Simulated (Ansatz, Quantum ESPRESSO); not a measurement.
**ZrB2 (P6/mmm): zone-centre phonons**

Wanted: the vibrations of ZrB2 (P6/mmm) at Γ, by two programs.

Method: DFT LDA, scalar-relativistic, plane waves, PseudoDojo norm-conserving pseudopotentials, in Quantum ESPRESSO 7.5.

**1. Set-up**

It takes space group P6/mmm (No. 191, hexagonal). The conventional cell has a = 3.170 Å, b = 3.170 Å, c = 3.533 Å, α = 90.00°, β = 90.00°, γ = 120.00°. Zr has 12 B at 2.54 Å nearest. Nearest to B lie 3 B at 1.83 Å and 6 Zr at 2.54 Å. Farther neighbours are not listed.

**2. A first look**

Before anything dear is run, a loose run with smearing shows whether this is a metal and how far the cell is from rest.

File probe.in:

```
 &control
    calculation='scf',
    prefix='x',
    outdir='./tmp',
    pseudo_dir='./pseudo',
    tprnfor=.true.,
    tstress=.true.,
    verbosity='high',
 /
 &system
    ibrav=4,
    celldm(1)=5.99043182,
    celldm(3)=1.11451104,
    nat=3,
    ntyp=2,
    ecutwfc=76.0,
    occupations='smearing',
    smearing='gaussian',
    degauss=0.01,
 /
 &electrons
    conv_thr=1.0d-07,
    mixing_beta=0.7,
    electron_maxstep=100,
 /
ATOMIC_SPECIES
 Zr     91.2240  Zr.upf
 B      10.8100  B.upf
ATOMIC_POSITIONS crystal
 Zr     0.000000000   0.000000000   0.000000000
 B      0.333333330   0.666666670   0.500000000
 B      0.666666670   0.333333330   0.500000000
K_POINTS automatic
 6 6 6 0 0 0
```

Launch:

```console
$ OMP_NUM_THREADS=1 mpirun -n 8 pw.x -nk 8 -in probe.in > probe.out
```

The program printed:

```text
[banners, grids, parts of the stress and lines that vanish by symmetry left out]
Program PWSCF v.7.5
     bravais-lattice index     =            4
     lattice parameter (alat)  =       5.9904  a.u.
[...]
kinetic-energy cutoff     =      76.0000  Ry
     charge density cutoff     =     304.0000  Ry
     scf convergence threshold =      1.0E-07
[...]
Exchange-correlation= SLA  PW   NOGX NOGC
                           (   1   4   0   0   0   0   0)
[...]
24 Sym. Ops., with inversion, found
[...]
(     0          1          0      )
                  (     0          0          1      )
[...]
(  0.0000000  1.0000000  0.0000000 )
                  (  0.0000000  0.0000000  1.0000000 )
[...]
(     0         -1          0      )
                  (     0          0          1      )
[...]
(    -1          0          0      )
                  (     0          0          1      )
[...]
( -0.8660254 -0.5000000  0.0000000 )
                  (  0.0000000  0.0000000  1.0000000 )
[...]
number of k points=    28  Gaussian smearing, width (Ry)=  0.0100
[...]
End of self-consistent calculation
[...]
the Fermi energy is    15.2227 ev
!    total energy              =    -113.43313194 Ry
[...]
convergence has been achieved in   8 iterations
[...]
atom    1 type  1   force =     0.00000000    0.00000000    0.00000000
     atom    2 type  2   force =     0.00000000   -0.00000000    0.00000000
     atom    3 type  2   force =     0.00000000    0.00000000    0.00000000
[...]
Total force =     0.000000     Total SCF correction =     0.000000
[...]
total   stress  (Ry/bohr**3)                   (kbar)     P=      -84.51
[...]
XML data file, charge density, pseudopotentials, collected wavefunctions

   JOB DONE.
```

It took 4.8 s on 8 MPI ranks of Intel Xeon at 2.70GHz, shared host; 36 s of CPU time.

Read from the output:

| Quantity | Value |
| --- | --- |
| volume per atom | 10.25 Å³ |
| pressure | -8.451 GPa |
| gap on the k-mesh | 0 eV |

No gap opens on this mesh, so smearing is kept; the start stands at -8.5 GPa.

**3. Relaxation**

Frequencies change by per cents with a per cent of volume, so the structure is first brought to rest at this level of theory.

File relax.in:

```
 &control
    calculation='vc-relax',
    prefix='x',
    outdir='./tmp',
    pseudo_dir='./pseudo',
    tprnfor=.true.,
    tstress=.true.,
    forc_conv_thr=2.0d-05,
    etot_conv_thr=1.0d-07,
    nstep=40,
 /
 &system
    ibrav=4,
    celldm(1)=5.99043182,
    celldm(3)=1.11451104,
    nat=3,
    ntyp=2,
    ecutwfc=76.0,
    occupations='smearing',
    smearing='mv',
    degauss=0.02,
 /
 &electrons
    conv_thr=1.0d-11,
    mixing_beta=0.7,
    electron_maxstep=100,
 /
 &ions
 /
 &cell
    press_conv_thr=0.2,
 /
ATOMIC_SPECIES
 Zr     91.2240  Zr.upf
 B      10.8100  B.upf
ATOMIC_POSITIONS crystal
 Zr     0.000000000   0.000000000   0.000000000
 B      0.333333330   0.666666670   0.500000000
 B      0.666666670   0.333333330   0.500000000
K_POINTS automatic
 15 15 12 0 0 0
```

Launch:

```console
$ OMP_NUM_THREADS=1 mpirun -n 8 pw.x -nk 8 -in relax.in > relax.out
```

The program printed:

```text
[banners, grids, parts of the stress and lines that vanish by symmetry left out]
[banner, memory and clock lines left out]
Program PWSCF v.7.5

[...]
kinetic-energy cutoff     =      76.0000  Ry
     charge density cutoff     =     304.0000  Ry
     scf convergence threshold =      1.0E-11
[...]
energy convergence thresh.=      1.0E-07
     force convergence thresh. =      2.0E-05
     press convergence thresh. =      2.0E-01
     Exchange-correlation= SLA  PW   NOGX NOGC
                           (   1   4   0   0   0   0   0)
[...]
24 Sym. Ops., with inversion, found
[...]
number of k points=   189  Marzari-Vanderbilt smearing, width (Ry)=  0.0200
[...]
End of self-consistent calculation
[...]
the Fermi energy is    15.5971 ev
!    total energy              =    -113.43671306 Ry
[...]
convergence has been achieved in  10 iterations
[...]
atom    1 type  1   force =    -0.00000000    0.00000000    0.00000000
     atom    2 type  2   force =    -0.00000000   -0.00000000    0.00000000
     atom    3 type  2   force =     0.00000000    0.00000000    0.00000000
     Total force =     0.000000     Total SCF correction =     0.000000
[...]
total   stress  (Ry/bohr**3)                   (kbar)     P=      -86.77
[...]
number of bfgs steps    =   0
[...]
CELL_PARAMETERS (alat=  5.99043182)
[...]
ATOMIC_POSITIONS (crystal)
Zr              -0.0000000000        0.0000000000        0.0000000000
B                0.3333333300        0.6666666700        0.5000000000
B                0.6666666700        0.3333333300        0.5000000000
[...]
New effective cutoffs (rho, wfc):  313.06   78.33
[...]
End of self-consistent calculation
[...]
the Fermi energy is    16.3350 ev
!    total energy              =    -113.43876797 Ry
[...]
convergence has been achieved in   7 iterations
[...]
atom    1 type  1   force =    -0.00000000    0.00000000   -0.00000000
     atom    2 type  2   force =    -0.00000000    0.00000000   -0.00000000
     atom    3 type  2   force =     0.00000000   -0.00000000    0.00000000
     Total force =     0.000000     Total SCF correction =     0.000000
[...]
total   stress  (Ry/bohr**3)                   (kbar)     P=       23.93
[...]
number of bfgs steps    =   1
[...]
CELL_PARAMETERS (alat=  5.99043182)
[...]
ATOMIC_POSITIONS (crystal)
Zr              -0.0000000000        0.0000000000        0.0000000000
[...]
New effective cutoffs (rho, wfc):  310.95   77.81
[...]
End of self-consistent calculation
[...]
the Fermi energy is    16.1776 ev
!    total energy              =    -113.43891554 Ry
[...]
convergence has been achieved in   9 iterations
[...]
atom    1 type  1   force =     0.00000000   -0.00000000    0.00000000
     atom    2 type  2   force =    -0.00000000    0.00000000    0.00000000
     atom    3 type  2   force =     0.00000000   -0.00000000   -0.00000000
     Total force =     0.000000     Total SCF correction =     0.000000
[...]
total   stress  (Ry/bohr**3)                   (kbar)     P=       -1.24
[...]
number of bfgs steps    =   2
[...]
CELL_PARAMETERS (alat=  5.99043182)
[...]
ATOMIC_POSITIONS (crystal)
[...]
New effective cutoffs (rho, wfc):  311.00   77.86
[...]
End of self-consistent calculation
[...]
the Fermi energy is    16.1857 ev
!    total energy              =    -113.43891634 Ry
[...]
convergence has been achieved in   6 iterations
[...]
atom    1 type  1   force =     0.00000000   -0.00000000   -0.00000000
     atom    2 type  2   force =    -0.00000000    0.00000000    0.00000000
     atom    3 type  2   force =     0.00000000   -0.00000000   -0.00000000
     Total force =     0.000000     Total SCF correction =     0.000000
[...]
total   stress  (Ry/bohr**3)                   (kbar)     P=       -0.07
[...]
number of bfgs steps    =   3
[...]
CELL_PARAMETERS (alat=  5.99043182)
[...]
ATOMIC_POSITIONS (crystal)
[...]
New effective cutoffs (rho, wfc):  310.98   77.89
[...]
End of self-consistent calculation
[...]
the Fermi energy is    16.1870 ev
!    total energy              =    -113.43891643 Ry
[...]
convergence has been achieved in   5 iterations
[...]
atom    1 type  1   force =    -0.00000000    0.00000000    0.00000000
     atom    2 type  2   force =    -0.00000000    0.00000000   -0.00000000
     atom    3 type  2   force =     0.00000000   -0.00000000    0.00000000
     Total force =     0.000000     Total SCF correction =     0.000000
[...]
total   stress  (Ry/bohr**3)                   (kbar)     P=        0.07
[...]
bfgs converged in   5 scf cycles and   4 bfgs steps
[...]
End of BFGS Geometry Optimization
     Final enthalpy           =    -113.4389164279 Ry
     File ./tmp/x.bfgs deleted, as requested
[...]
CELL_PARAMETERS (alat=  5.99043182)
[...]
ATOMIC_POSITIONS (crystal)
[...]
B                0.3333333300        0.6666666700        0.5000000000
B                0.6666666700        0.3333333300        0.5000000000
[...]
Final scf calculation at the relaxed structure.
[...]
kinetic-energy cutoff     =      76.0000  Ry
     charge density cutoff     =     304.0000  Ry
     scf convergence threshold =      1.0E-13
[...]
press convergence thresh. =      2.0E-01
     Exchange-correlation= SLA  PW   NOGX NOGC
                           (   1   4   0   0   0   0   0)
[...]
24 Sym. Ops., with inversion, found
[...]
number of k points=   189  Marzari-Vanderbilt smearing, width (Ry)=  0.0200
[...]
c_bands:  3 eigenvalues not converged
     c_bands:  1 eigenvalues not converged
     c_bands:  1 eigenvalues not converged
     c_bands:  2 eigenvalues not converged
[...]
End of self-consistent calculation
[...]
the Fermi energy is    16.1870 ev
!    total energy              =    -113.43887743 Ry
[...]
convergence has been achieved in  13 iterations
[...]
atom    1 type  1   force =     0.00000000    0.00000000    0.00000000
     atom    2 type  2   force =    -0.00000000    0.00000000   -0.00000000
     atom    3 type  2   force =    -0.00000000   -0.00000000    0.00000000
     Total force =     0.000000     Total SCF correction =     0.000000
[...]
total   stress  (Ry/bohr**3)                   (kbar)     P=       -0.16
[...]
XML data file, charge density, pseudopotentials, collected wavefunctions
```

Wall time 1.7 min (8 MPI ranks).

The steps of the relaxation:

```
step  energy less that of the first step (eV)  largest force (eV/Å)  pressure (GPa)  volume (Å³)
   1                                   0.0000                0.0000           -8.68        30.75
   2                                  -0.0280                0.0000            2.39        29.41
   3                                  -0.0300                0.0000           -0.12        29.68
   4                                  -0.0300                0.0000           -0.01        29.67
   5                                  -0.0300                0.0000            0.01        29.67
   6                                  -0.0294                0.0000           -0.02        29.67
```

```
conventional cell, symmetrised  before  after  change
                         a (Å)   3.170  3.133  -1.2 %
                         b (Å)   3.170  3.133  -1.2 %
                         c (Å)   3.533  3.490  -1.2 %
              volume (Å³/atom)   10.25   9.89  -3.5 %
```

Final coordinates:

```
CELL_PARAMETERS angstrom
3.13322 0.00000 0.00000
-1.56661 2.71345 0.00000
0.00000 0.00000 3.48977
ATOMIC_POSITIONS crystal
Zr 0.00000 0.00000 0.00000
B 0.33333 0.66667 0.50000
B 0.66667 0.33333 0.50000
```

The last row of the table of steps is pw.x's closing run on a basis chosen anew for the final cell, so its energy can jump.

This step gave:

```
volume per atom : 9.890 Å³
pressure        : -0.01633 GPa
```

The volume changes by -3.5 % from the cell with which this run began.

**4. Ground state**

Perturbation theory inherits every error of the wavefunctions, so the threshold is set near the limit of the arithmetic. Smearing stays on, as the first look found no gap above 0.3 eV.

File scf.in:

```
 &control
    calculation='scf',
    prefix='x',
    outdir='./tmp',
    pseudo_dir='./pseudo',
    tprnfor=.true.,
    tstress=.true.,
 /
 &system
    ibrav=4,
    celldm(1)=5.92092391,
    celldm(3)=1.11379856,
    nat=3,
    ntyp=2,
    ecutwfc=76.0,
    occupations='smearing',
    smearing='mv',
    degauss=0.02,
 /
 &electrons
    conv_thr=1.0d-12,
    mixing_beta=0.7,
    electron_maxstep=100,
 /
ATOMIC_SPECIES
 Zr     91.2240  Zr.upf
 B      10.8100  B.upf
ATOMIC_POSITIONS crystal
 Zr     0.000000000   0.000000000   0.000000000
 B      0.333333333   0.666666667   0.500000000
 B      0.666666667   0.333333333   0.500000000
K_POINTS automatic
 15 15 12 0 0 0
```

Launch:

```console
$ OMP_NUM_THREADS=1 mpirun -n 8 pw.x -nk 8 -in scf.in > scf.out
```

The program printed:

```text
[banners, grids, parts of the stress and lines that vanish by symmetry left out]
[banner, memory and clock lines left out]
Program PWSCF v.7.5

[...]
kinetic-energy cutoff     =      76.0000  Ry
     charge density cutoff     =     304.0000  Ry
     scf convergence threshold =      1.0E-12
[...]
Exchange-correlation= SLA  PW   NOGX NOGC
                           (   1   4   0   0   0   0   0)
[...]
24 Sym. Ops., with inversion, found
[...]
number of k points=   189  Marzari-Vanderbilt smearing, width (Ry)=  0.0200
[...]
End of self-consistent calculation
[...]
the Fermi energy is    16.1870 ev
!    total energy              =    -113.43887743 Ry
[...]
convergence has been achieved in  11 iterations
[...]
atom    1 type  1   force =     0.00000000    0.00000000    0.00000000
     atom    2 type  2   force =     0.00000000    0.00000000   -0.00000000
     atom    3 type  2   force =     0.00000000   -0.00000000    0.00000000
     Total force =     0.000000     Total SCF correction =     0.000000
[...]
total   stress  (Ry/bohr**3)                   (kbar)     P=       -0.16
[...]
XML data file, charge density, pseudopotentials, collected wavefunctions
```

The job ended after 27 s (8 MPI ranks).

The cell stands at -0.016 GPa, close enough for phonons.

[end of part 1 of 3]

[Host names and launcher messages were left out of these logs when they were recorded.]

[Logs are printed without paths, hosts, clocks, repeated set-up lines and the standing remarks that a program may print on its own settings, such as how far it seeks lower states.]

[Hosts, paths, dates, database ids (printed as entryN), source tags and the programs' standing remarks are cut or masked in the printed files.]
